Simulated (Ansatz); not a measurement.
# Decaying states in the gap of Ca2BrCl2F, part 2 of 3

A new crystal, Ca2BrCl2F: structure, gap and complex bands. It is built by putting Br for part of the F in the CaClF structure of space group P4/nmm, with the volume rescaled by atomic radii. The parent structure comes from the Materials Project.

Ansatz 0.2.0; r2SCAN DFT, plane waves, PAW files (the session's first sound run).

So far. Step 2 (Relaxing the new crystal): The largest force component on a free atom ends at 1.2e-4 eV/Å.

The structure was built from a prototype and need not be the compound's stable phase.

## Step 3: The bulk crystal and its band edges

The energy window and the wavevectors of the next steps follow from the band edges, so these are searched first, off the mesh as well.

Input file input.yaml:

```yaml
crystal:
  lattice:
    - [4.2945108618, 0.0, 0.0]
    - [0.0, 4.2945108618, 0.0]
    - [0.0, 0.0, 7.1822985367]
  atoms:
    - { symbol: Ca, position: [0.0, 0.5, 0.7626712061] }
    - { symbol: Ca, position: [0.5, 0.0, 0.2373287939] }
    - { symbol: Cl, position: [0.5, 0.0, 0.6250685714] }
    - { symbol: Cl, position: [0.0, 0.5, 0.3749314286] }
    - { symbol: F, position: [0.5, 0.5, 0.0] }
    - { symbol: Br, position: [0.0, 0.0, 0.0] }
kpoints:
  mp_grid: { grid: [6, 6, 4] }
  band_path: { path: [VBM, CBM], npoints: 30 }
scf:
  occupations: { method: fixed }
hamiltonian:
  xc: r2scan
output:
  eigenvalues: true
  write_potential: true
  write_density: true
  volumetric_format: npy
  elf: true
```

Started as:

```console
> ansatz run input.yaml --threads 2 --pin off --max-ram 4096MiB --backend cpu --events-out ev --progress --plain --runs-dir out
```

Numbers of over 12 decimals in the logs are rounded to 6 here.

The log of the run:

```text
[...]
Crystal: 6 atoms, lattice volume = 132.462 Å³
Basis set: ecut = 500 eV, 3347 PW (Γ), exchange–correlation on 128×128×216 points (64 copies of the dense FFT grid, shifted against one another)
Bands: 30, of which v1, the nominal top of the filled ones, is band 24 counted from 1 (23 counted from 0)
Symmetry: 8 space group operations
[...]
k-points: 30 of 144 (time reversal used)
[...]
SCF iter   1: F=—  HF=-9426.493436 eV  |F-HF|=—  |Δ(HF+E_count)|=         —  Δρ=7.06e-3  dr2=7.13e-2  dr2_τ=4.12e-2  ethr=1.77e-3  ⟨swp⟩=6.7  Hψ=3722  notcnv=0  defer=113
[...]
SCF iter   7: F=-9426.571757 eV  HF=-9426.571757 eV  |F-HF|=5.12e-9  |Δ(HF+E_count)|=   3.06e-8  Δρ=4.13e-6  dr2=2.27e-8  dr2_τ=1.48e-9  ethr=2.08e-10  ⟨swp⟩=13.7  Hψ=4982  notcnv=0
SCF 1 converged in 7 iterations: F = -9426.571757 eV  dr2 = 2.27e-8
[...]
NSCF: frozen V_eff on 40 k-points
[...]
SCF converged after 7 iterations
Free energy (F): -9426.571757 eV
[...]
Internal energy: -9426.571757 eV  (E = F + TS)
E sigma→0 (E₀):  -9426.571757 eV
Fermi energy:    3.883634 eV
[...]
--- Band table (eV; the first three rows and the last of 30) ---
  k-point 0: bands = [... 20 lower, 2.9377, 3.2570, 3.6685, 3.6685, 8.7317, 9.1826, 9.9900, 10.1622, ... 2 higher]
  k-point 1: bands = [... 20 lower, 2.9924, 3.0115, 3.6763, 3.6763, 8.9344, 9.4109, 10.0621, 10.2242, ... 2 higher]
  k-point 2: bands = [... 20 lower, 3.0431, 3.0431, 3.6846, 3.6846, 9.2927, 9.5604, 10.0405, 10.3490, ... 2 higher]
  k-point 29: bands = [... 20 lower, 2.7333, 2.7374, 3.8836, 3.8836, 10.3143, 10.3143, 10.4259, 10.9501, ... 2 higher]
```

Elapsed: 57 s, on 2 threads of Arm Neoverse V1, shared host; peak memory 0.58 GiB; 1.9 min of CPU time.

Numbers from this step:

```yaml
fermi_energy: 3.884 eV
gap_on_the_k_mesh: 4.848 eV
gap_on_path: 4.848 eV, by band count; negative where bands overlap
direct_gap_on_path: 5.063 eV
edge_places_on_path: 0, 1.123 1/A along the path
```

Electronic bands along the path, in eV, zero at the Fermi level (highest filled level under fixed occupations); v1 is the highest filled band, c1 the lowest empty one:

```tsv
point	v4	v3	v2	v1	c1	c2	c3	c4
VBM	-1.15	-1.15	0.00	0.00	6.43	6.43	6.54	7.07
halfway	-1.03	-0.86	-0.69	-0.11	5.97	6.19	6.48	6.62
CBM	-0.95	-0.63	-0.22	-0.22	4.85	5.30	6.11	6.28
```

ELF in the ac plane at fractional y = 0.000, with atoms of Ca and Cl and Br within 0.2 Å of it. It is the smooth field of the valence electrons, not physical close to the nuclei.

Ten even steps from '_' (0.01) to '@' (0.89), each cell a mean:
```
__--%%@@##--______++%%@@##..
++##@@%%++..______--##@@@@##
@@@@%%**::__________--##@@@@
%%##++::__..::::..____--**%%
++--..__::++####**==..__::==
..____--**%%@@@@@@%%++..____
____::**@@@@@@@@@@@@%%++..__
____==%%@@@@##++%%@@@@##--__
__..++%%@@%%++--**@@@@##--__
____==##@@@@%%##%%@@@@**::__
____::**%%@@@@@@@@@@%%++..__
______--##%%@@@@@@%%++::____
______..::====++==--::______
______________..____________
________..==****++--________
________==%%@@@@@@##--______
______..##@@@@%%@@@@++______
--::__..**@@@@%%@@@@==__..--
####==..==%%@@@@@@##::..++##
@@@@%%==..++%%%%##--..++@@@@
%%@@@@%%--..--==::..==@@@@@@
..++@@@@**..______--%%@@%%--
__..%%@@%%--______++@@@@**__
```
Columns run along a (4.3 Å), rows up along c (7.2 Å). Atoms in or near the plane, at fractional coordinates: Ca at (0.50, 0.24), Cl at (0.50, 0.63), Br at (0.00, 0.00).

Valence density in the ac plane at fractional y = 0.000, with atoms of Ca and Cl and Br within 0.2 Å of it. It is the smooth field of the valence electrons, not physical close to the nuclei.

Values in e/Å³, 23 rows by 14 columns, each cell a mean:
```
0.5 0.9 1.1 0.6 0.2 0.1 0.0 0.0 0.0 0.1 0.3 0.8 1.1 0.8
1.1 1.1 0.8 0.4 0.2 0.1 0.0 0.0 0.0 0.1 0.2 0.5 1.0 1.1
0.8 0.7 0.4 0.2 0.1 0.0 0.0 0.0 0.0 0.1 0.1 0.3 0.5 0.8
0.4 0.3 0.2 0.1 0.1 0.1 0.1 0.1 0.1 0.1 0.1 0.1 0.2 0.3
0.1 0.1 0.1 0.1 0.1 0.2 0.2 0.3 0.2 0.1 0.1 0.1 0.1 0.1
0.1 0.1 0.1 0.1 0.3 0.5 0.8 0.9 0.7 0.4 0.2 0.1 0.1 0.1
0.0 0.0 0.1 0.2 0.5 1.1 1.5 1.6 1.4 0.8 0.4 0.1 0.1 0.0
0.0 0.0 0.1 0.3 0.8 1.6 1.3 0.8 1.5 1.3 0.6 0.2 0.1 0.0
0.0 0.0 0.1 0.3 0.9 1.6 0.9 0.2 1.3 1.4 0.6 0.2 0.1 0.0
0.0 0.0 0.1 0.2 0.7 1.4 1.6 1.5 1.7 1.1 0.5 0.2 0.1 0.0
0.0 0.0 0.1 0.2 0.4 0.9 1.3 1.5 1.2 0.7 0.3 0.1 0.0 0.0
0.0 0.0 0.0 0.1 0.2 0.4 0.6 0.6 0.5 0.3 0.1 0.1 0.0 0.0
0.0 0.0 0.0 0.0 0.1 0.2 0.2 0.3 0.2 0.1 0.1 0.0 0.0 0.0
0.0 0.0 0.0 0.0 0.1 0.1 0.2 0.2 0.2 0.1 0.0 0.0 0.0 0.0
0.0 0.0 0.0 0.0 0.1 0.4 0.8 1.0 0.7 0.3 0.1 0.0 0.0 0.0
0.0 0.0 0.0 0.1 0.3 1.3 2.6 3.2 2.2 0.8 0.2 0.0 0.0 0.0
0.0 0.0 0.0 0.1 0.7 2.8 5.3 6.0 4.6 1.8 0.4 0.1 0.0 0.0
0.1 0.1 0.1 0.2 0.8 3.1 5.7 6.5 5.0 2.0 0.5 0.1 0.1 0.1
0.2 0.2 0.2 0.2 0.5 2.0 3.9 4.7 3.3 1.3 0.3 0.2 0.2 0.2
0.6 0.6 0.4 0.3 0.3 0.7 1.4 1.8 1.2 0.5 0.3 0.3 0.5 0.6
1.1 1.0 0.8 0.4 0.2 0.2 0.3 0.3 0.3 0.2 0.3 0.5 0.9 1.1
0.7 1.0 1.1 0.6 0.3 0.1 0.1 0.1 0.1 0.2 0.4 0.8 1.2 0.9
0.2 0.7 1.1 0.7 0.3 0.1 0.0 0.0 0.1 0.1 0.4 0.9 1.1 0.5
```
Columns run along a (4.3 Å), rows up along c (7.2 Å). Atoms in or near the plane, at fractional coordinates: Ca at (0.50, 0.24), Cl at (0.50, 0.63), Br at (0.00, 0.00).

Electrostatic potential energy in the ac plane at fractional y = 0.000, with atoms of Ca and Cl and Br within 0.2 Å of it. With pseudopotentials it is smooth inside the atoms' cores, unlike the true potential.

Ten even steps from '0' (-66 eV) to '9' (10 eV), each cell a mean:
```
00489999999720
13799999999852
78999999999987
99999999999999
99999999999999
99999987899999
99999754589999
99998422368999
99998421258999
99998532369999
99999865689999
99999998999999
99999999999999
99999988899999
99998876789999
99998643478999
99987310157999
99987300157999
99987521368999
88998755678988
35899888889874
01589999999730
00389999999710
```
Columns run along a (4.3 Å; values clipped at the 3rd and 97th percentile), rows up along c (7.2 Å). Atoms in or near the plane, at fractional coordinates: Ca at (0.50, 0.24), Cl at (0.50, 0.63), Br at (0.00, 0.00).

The searched edges give 4.85 eV, as on the mesh.

## Step 4: Decaying states in the gap, plane (110), k-mesh 4×8×8

This step: r2SCAN DFT, plane waves, PAW files; complex bands by layer matching along the plane's normal (Ansatz 0.2.0).

The same crystal is laid in a cell whose first two vectors span the (110) plane (indices of the standard conventional cell, whose axes can be ordered otherwise than in the bulk input). At fixed energy and wavevector in the plane the solver finds all kz, real and complex. A few wavevectors are listed, (0, 0) and (-0.5, 0) in units of the plane's reciprocal vectors; the slowest state needn't be among them.

Input file input.yaml:

```yaml
crystal:
  lattice:
    - [7.182298537, 0.0, 0.0]
    - [0.0, 6.073355505, 0.0]
    - [0.0, 3.036677752, 3.036677752]
  atoms:
    - { symbol: Ca, position: [0.7626712061, 0.5, 0.5] }
    - { symbol: Ca, position: [0.2373287939, 0.0, 0.5] }
    - { symbol: Cl, position: [0.6250685714, 0.0, 0.5] }
    - { symbol: Cl, position: [0.3749314286, 0.5, 0.5] }
    - { symbol: F, position: [0.0, 0.5, 0.0] }
    - { symbol: Br, position: [0.0, 0.0, 0.0] }
kpoints:
  mp_grid: { grid: [4, 8, 8] }
scf:
  occupations: { method: fixed }
hamiltonian:
  xc: r2scan
output:
  eigenvalues: true
  transmission:
    leads: [[0, 0]]
    kpoints: [[0.0, 0.0], [-0.5, 0.0]]
    e_range: [-1.0, 5.85]
    de: 0.14
```

The log of the run:

```text
[...]
Crystal: 6 atoms, lattice volume = 132.462 Å³
Basis set: ecut = 500 eV, 3347 PW (Γ), exchange–correlation on 216×180×128 points (64 copies of the dense FFT grid, shifted against one another)
Bands: 30, of which v1, the nominal top of the filled ones, is band 24 counted from 1 (23 counted from 0)
Symmetry: 8 space group operations
[...]
k-points: 45 of 256 (time reversal used)
[...]
SCF iter   1: F=—  HF=-9426.493154 eV  |F-HF|=—  |Δ(HF+E_count)|=         —  Δρ=7.06e-3  dr2=7.14e-2  dr2_τ=4.12e-2  ethr=1.77e-3  ⟨swp⟩=6.8  Hψ=5641  notcnv=0  defer=166
[...]
SCF iter   7: F=-9426.571748 eV  HF=-9426.571748 eV  |F-HF|=5.06e-9  |Δ(HF+E_count)|=   2.91e-8  Δρ=4.09e-6  dr2=2.22e-8  dr2_τ=1.45e-9  ethr=2.08e-10  ⟨swp⟩=13.2  Hψ=7458  notcnv=0
SCF 1 converged in 7 iterations: F = -9426.571748 eV  dr2 = 2.22e-8
[...]
transmission: 5 of 10 steps passed
transmission: 10 of 10 steps passed
SCF converged after 7 iterations
Free energy (F): -9426.571748 eV
[...]
Internal energy: -9426.571748 eV  (E = F + TS)
E sigma→0 (E₀):  -9426.571748 eV
Fermi energy:    3.883631 eV
[...]
--- Band table (eV; the first three rows and the last of 45) ---
  k-point 0: bands = [... 20 lower, 2.9377, 3.2570, 3.6685, 3.6685, 8.7317, 9.1826, 9.9900, 10.1622, ... 2 higher]
  k-point 1: bands = [... 20 lower, 2.9476, 3.1688, 3.2521, 3.6974, 9.0886, 9.6591, 10.0762, 10.3455, ... 2 higher]
  k-point 2: bands = [... 20 lower, 2.7220, 2.8481, 3.2677, 3.7732, 9.8340, 10.1379, 10.2474, 10.5606, ... 2 higher]
  k-point 44: bands = [... 20 lower, 2.5901, 2.9310, 3.1527, 3.3980, 9.9358, 10.1243, 10.2486, 10.4693, ... 2 higher]
--- Transmission ---
  basis      : 461 plane waves across, 5 finite elements along
  points     : 2, as listed
  energies   : 49 from -1.000000 to 5.720000 eV about the Fermi level, 0.140000 eV apart; the leads are filled to 2.424054 eV, and channels, transmission and decay are at 2.360000 eV
  crystal 0  : F1Br1Ca2Cl2, at the sites [0, 0], period 3.0367 Å: whole cells are its period
    offset         : up to 0.0000 Å between an atom of the period and one for which it stands
    channels       : 0.000000e0 a spin
    conductance    : none, the energies end too early or step too widely for 300 K: set another output.transmission.e_range or a lower de, or, where they end at an eighth of basis.ecutwfc, a higher one
    slowest decay  : 0.3805 /Å at (0.0000, 0.0000)
```

The job ended after 3.3 min (2 threads; peak memory 1.9 GiB).

Numbers from this step:

* free energy: -9426.5717 eV
* level to which the leads are filled: 2.424 eV from the Fermi level
* decay constant at the filling level, zone centre: 0.3805 Å⁻¹
* decay constant at the filling level, slowest listed point: 0.3805 Å⁻¹

K parallel (0, 0); values up to 1.5 1/Å, a degenerate pair printed once or twice; energies at which all values exceed this have no row. Im kz of the slowest decaying states against energy, zero at the highest filled level on the SCF mesh:

```tsv
energy (eV)	decay 1 (Å⁻¹)	decay 2 (Å⁻¹)	decay 3 (Å⁻¹)	decay 4 (Å⁻¹)
-1.00	0.221	0.489	0.493	0.713
-0.72	0.206	0.323	0.382	0.529
-0.44	0.285	0.550	0.555	0.567
-0.16	0.0802	0.270	0.333	0.573
-0.02	0.0784	0.148	0.228	0.351
0.12	0.160	0.190	0.366	0.395
0.40	0.247	0.249	0.391	0.524
0.68	0.290	0.303	0.410	0.594
0.82	0.306	0.326	0.418	0.594
1.10	0.332	0.362	0.431	0.592
1.38	0.352	0.392	0.442	0.586
1.66	0.366	0.416	0.450	0.577
1.94	0.375	0.435	0.457	0.566
2.22	0.380	0.451	0.462	0.553
2.50	0.380	0.463	0.466	0.537
2.78	0.377	0.466	0.473	0.520
3.06	0.369	0.459	0.480	0.505
3.34	0.358	0.440	0.485	0.497
3.62	0.344	0.410	0.488	0.494
3.90	0.325	0.370	0.488	0.492
4.04	0.313	0.347	0.487	0.490
4.32	0.281	0.292	0.484	0.488
4.60	0.201	0.252	0.479	0.484
4.88	0.202	0.461	0.471	0.480
5.16	0.122	0.428	0.459	0.467
5.44	0.388	0.417	0.444	0.461
5.72	0.336	0.348	0.419	0.423
```

K parallel (-0.5, 0); values up to 1.5 1/Å, a degenerate pair printed once or twice; energies at which all values exceed this have no row. Im kz of the slowest decaying states against energy, zero at the highest filled level on the SCF mesh:

```tsv
energy (eV)	decay 1 (Å⁻¹)	decay 2 (Å⁻¹)	decay 3 (Å⁻¹)	decay 4 (Å⁻¹)
-1.000	0.0808	0.128	0.237	0.395
-0.440	0.286	0.422	0.449	0.533
-0.020	0.170	0.451	0.484	0.499
0.540	0.267	0.308	0.512	0.540
0.960	0.339	0.361	0.524	0.534
1.520	0.401	0.409	0.526	0.531
1.940	0.433	0.434	0.518	0.530
2.500	0.457	0.462	0.503	0.521
3.060	0.470	0.481	0.482	0.505
3.480	0.461	0.473	0.488	0.521
4.040	0.423	0.464	0.472	0.474
4.460	0.384	0.435	0.440	0.441
5.020	0.306	0.319	0.369	0.394
5.440	0.198	0.288	0.349	0.413
```

At the listed wavevectors the last open channel is at -0.02 eV and the next at +4.88 eV on the grid. At +2.36 eV, the grid energy nearest the filling level (the middle of the gap on the SCF mesh), the slowest state at the listed wavevectors decays with κ = 0.381 Å⁻¹, its amplitude falling by e over 2.6 Å. Through 1 nm of this crystal that state's transmission falls by exp(−2 × 0.381 Å⁻¹ × 10 Å) = 5.0e-4.

## Step 5: Decaying states in the gap, plane (001), k-mesh 6×6×4

The same for the (001) plane, at (0, 0), (-0.5, -0.5) and (0.5, 0), to see how the decay depends on direction.

Input file input.yaml:

```yaml
crystal:
  lattice:
    - [4.294510862, 0.0, 0.0]
    - [0.0, 4.294510862, 0.0]
    - [0.0, 0.0, 7.182298537]
  atoms:
    - { symbol: Ca, position: [0.0, 0.5, 0.7626712061] }
    - { symbol: Ca, position: [0.5, 0.0, 0.2373287939] }
    - { symbol: Cl, position: [0.5, 0.0, 0.6250685714] }
    - { symbol: Cl, position: [0.0, 0.5, 0.3749314286] }
    - { symbol: F, position: [0.5, 0.5, 0.0] }
    - { symbol: Br, position: [0.0, 0.0, 0.0] }
kpoints:
  mp_grid: { grid: [6, 6, 4] }
scf:
  occupations: { method: fixed }
hamiltonian:
  xc: r2scan
output:
  eigenvalues: true
  transmission:
    leads: [[0, 0]]
    kpoints: [[0.0, 0.0], [-0.5, -0.5], [0.5, 0.0]]
    e_range: [-1.0, 5.85]
    de: 0.11
```

The log of the run:

```text
[...]
Crystal: 6 atoms, lattice volume = 132.462 Å³
Basis set: ecut = 500 eV, 3347 PW (Γ), exchange–correlation on 128×128×216 points (64 copies of the dense FFT grid, shifted against one another)
Bands: 30, of which v1, the nominal top of the filled ones, is band 24 counted from 1 (23 counted from 0)
Symmetry: 8 space group operations
[...]
k-points: 30 of 144 (time reversal used)
[...]
SCF iter   1: F=—  HF=-9426.493436 eV  |F-HF|=—  |Δ(HF+E_count)|=         —  Δρ=7.06e-3  dr2=7.13e-2  dr2_τ=4.12e-2  ethr=1.77e-3  ⟨swp⟩=6.7  Hψ=3722  notcnv=0  defer=113
[...]
SCF iter   7: F=-9426.571757 eV  HF=-9426.571757 eV  |F-HF|=5.11e-9  |Δ(HF+E_count)|=   3.05e-8  Δρ=4.13e-6  dr2=2.27e-8  dr2_τ=1.48e-9  ethr=2.08e-10  ⟨swp⟩=13.7  Hψ=4985  notcnv=0
SCF 1 converged in 7 iterations: F = -9426.571757 eV  dr2 = 2.27e-8
[...]
transmission: 12 of 36 steps passed
transmission: 24 of 36 steps passed
transmission: 36 of 36 steps passed
SCF converged after 7 iterations
Free energy (F): -9426.571757 eV
[...]
Internal energy: -9426.571757 eV  (E = F + TS)
E sigma→0 (E₀):  -9426.571757 eV
Fermi energy:    3.883634 eV
[...]
--- Band table (eV; the first three rows and the last of 30) ---
  k-point 0: bands = [... 20 lower, 2.9377, 3.2570, 3.6685, 3.6685, 8.7317, 9.1826, 9.9900, 10.1622, ... 2 higher]
  k-point 1: bands = [... 20 lower, 2.9924, 3.0115, 3.6763, 3.6763, 8.9344, 9.4109, 10.0621, 10.2242, ... 2 higher]
  k-point 2: bands = [... 20 lower, 3.0431, 3.0431, 3.6846, 3.6846, 9.2927, 9.5604, 10.0405, 10.3490, ... 2 higher]
  k-point 29: bands = [... 20 lower, 2.7333, 2.7374, 3.8836, 3.8836, 10.3143, 10.3143, 10.4259, 10.9501, ... 2 higher]
--- Transmission ---
  basis      : 193 plane waves across, 12 finite elements along
  points     : 3, as listed
[...]
crystal 0  : Cl2Ca2F1Br1, at the sites [0, 0], period 7.1823 Å: whole cells are its period
[...]
channels       : 0.000000e0 a spin
[...]
slowest decay  : 0.4457 /Å at (0.0000, 0.0000)
```

Elapsed: 76 s, on 2 threads; peak memory 0.81 GiB; 2 min of CPU time.

This step gave:

```
free energy                                               : -9426.5718 eV
decay constant at the filling level, zone centre          : 0.4457 Å⁻¹
decay constant at the filling level, slowest listed point : 0.4457 Å⁻¹
```

K parallel (0, 0); values up to 1.5 1/Å, a degenerate pair printed once or twice; energies at which all values exceed this have no row. Table of Im kz of the slowest decaying states by energy, zero at the highest filled level on the SCF mesh:

```tsv
energy (eV)	decay 1 (Å⁻¹)	decay 2 (Å⁻¹)	decay 3 (Å⁻¹)	decay 4 (Å⁻¹)
-1.00	0.175	0.634	0.723	0.799
-0.78	0.204	0.638	0.749	0.756
-0.45	0.171	0.436	0.626	0.642
-0.23	0.244	0.246	0.547	0.642
-0.01	0.295	0.465	0.641	0.677
0.10	0.315	0.500	0.641	0.721
0.32	0.347	0.541	0.639	0.766
0.65	0.383	0.580	0.633	0.755
0.87	0.401	0.598	0.629	0.744
1.20	0.421	0.617	0.621	0.726
1.42	0.431	0.614	0.625	0.711
1.75	0.440	0.603	0.634	0.686
1.97	0.444	0.595	0.638	0.668
2.30	0.446	0.582	0.636	0.639
2.52	0.445	0.573	0.613	0.639
2.85	0.439	0.566	0.635	0.862
3.07	0.433	0.546	0.631	0.839
3.40	0.419	0.513	0.622	0.802
3.62	0.406	0.489	0.615	0.776
3.95	0.380	0.423	0.472	0.601
4.17	0.355	0.376	0.458	0.591
4.50	0.268	0.322	0.432	0.572
4.72	0.166	0.284	0.412	0.558
5.05	0.198	0.377	0.534	0.575
5.27	0.0708	0.348	0.516	0.539
5.60	0.0665	0.292	0.481	0.484
5.82	0.0943	0.237	0.441	0.459
```

K parallel (-0.5, -0.5); values up to 1.5 1/Å, a degenerate pair printed once or twice; energies at which all values exceed this have no row. The Im kz of the slowest decaying states by energy, zero at the highest filled level on the SCF mesh:

```tsv
energy (eV)	decay 1 (Å⁻¹)	decay 2 (Å⁻¹)	decay 3 (Å⁻¹)	decay 4 (Å⁻¹)
-1.000	0.333	1.36	1.43	-
-0.450	0.344	0.650	0.650	1.08
-0.010	0.263	0.461	1.30	1.31
0.540	0.373	0.418	0.544	1.28
0.980	0.428	0.468	0.585	1.25
1.530	0.475	0.502	0.615	1.21
1.970	0.501	0.518	0.628	1.18
2.520	0.522	0.528	0.631	1.13
2.960	0.53	0.533	0.625	1.09
3.510	0.525	0.538	0.607	1.03
3.950	0.515	0.537	0.584	0.985
4.500	0.494	0.529	0.544	0.916
5.050	0.459	0.487	0.512	0.836
5.490	0.416	0.423	0.491	0.760
```

K parallel (0.5, 0); values up to 1.5 1/Å, a degenerate pair printed once or twice; energies at which all values exceed this have no row. Im kz of the slowest decaying states against energy, zero at the highest filled level on the SCF mesh:

```tsv
energy (eV)	decay 1 (Å⁻¹)	decay 2 (Å⁻¹)	decay 3 (Å⁻¹)	decay 4 (Å⁻¹)
-1.00	0.130	0.480	0.664	0.796
-0.78	0.290	0.576	0.742	0.828
-0.45	0.0929	0.283	0.429	0.664
-0.23	0.244	0.352	0.481	0.705
-0.01	0.328	0.400	0.518	0.736
0.10	0.361	0.419	0.533	0.750
0.32	0.419	0.452	0.557	0.772
0.65	0.490	0.491	0.584	0.799
0.87	0.511	0.535	0.597	0.812
1.20	0.536	0.602	0.610	0.785
1.42	0.549	0.615	0.663	0.741
1.75	0.566	0.620	0.711	0.842
1.97	0.576	0.620	0.715	0.846
2.30	0.587	0.617	0.718	0.848
2.52	0.593	0.613	0.718	0.847
2.85	0.600	0.604	0.717	0.845
3.07	0.596	0.603	0.714	0.841
3.40	0.582	0.605	0.707	0.834
3.62	0.570	0.605	0.702	0.828
3.95	0.549	0.603	0.690	0.816
4.17	0.533	0.599	0.681	0.792
4.50	0.504	0.592	0.664	0.751
4.72	0.482	0.584	0.649	0.721
5.05	0.443	0.569	0.620	0.671
5.27	0.412	0.555	0.594	0.632
5.60	0.355	0.530	0.537	0.561
5.82	0.306	0.477	0.497	0.509
```

At the listed wavevectors the last open channel is at -0.01 eV and the next at +4.94 eV on the grid. At +2.41 eV, the grid energy nearest the filling level (the middle of the gap on the SCF mesh), the slowest state at the listed wavevectors decays with κ = 0.446 Å⁻¹, its amplitude falling by e over 2.2 Å; the first such run, plane (110), gave 0.381 Å⁻¹.

[end of part 2 of 3]

[Logs are printed without paths, hosts, clocks, repeated set-up lines and the standing remarks that a program may print on its own settings, such as how far it seeks lower states.]

[Hosts, paths, dates, database ids (printed as entryN), source tags and the programs' standing remarks are cut or masked in the printed files.]
